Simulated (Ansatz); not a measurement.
Rows from a G0W0 calculation on Pb on the Sr site in SrCl2 (24-atom cell) (Ansatz 0.2.0; G0W0 on LDA, plane waves, PAW; PAW set soft_1; 2×2×2 mesh, 808 empty bands, screening to 90 eV, PAW set soft_1 files), in eV. Spin-orbit coupling is left out.

| row | Σx | Σc | Vxc | Z |
| --- | --- | --- | --- | --- |
| A | -20.83 | 2.90 | -16.85 | 0.78 |
| B | -20.46 | 2.40 | -17.16 | 0.79 |
| C | -8.58 | -3.36 | -13.28 | 0.82 |
| D | -5.31 | -3.68 | -10.38 | 0.84 |
| E | -7.57 | -3.31 | -12.16 | 0.83 |
| F | -20.76 | 2.93 | -16.69 | 0.78 |

Which rows are filled states and which are empty ones, and how can one tell?

Filled: A, B and F. Empty: C, D and E. The sign of Σc tells: for a filled state bare exchange, which holds its interaction with itself, lies below Vxc (Σx − Vxc is -3.3 eV or lower here) and screening gives part back as a positive Σc. For an empty state Σx lies above Vxc (+4.6 eV or more) and the Coulomb hole leaves Σc negative.

[Runs of the session that timed out or met a known fault of the program may be left out.]

[Cells called generated may have been cut or substituted from an entry of the Crystallography Open Database or the Materials Project.]

[Hosts, paths, dates, database ids (printed as entryN), source tags and the programs' standing remarks are cut or masked in the printed files.]
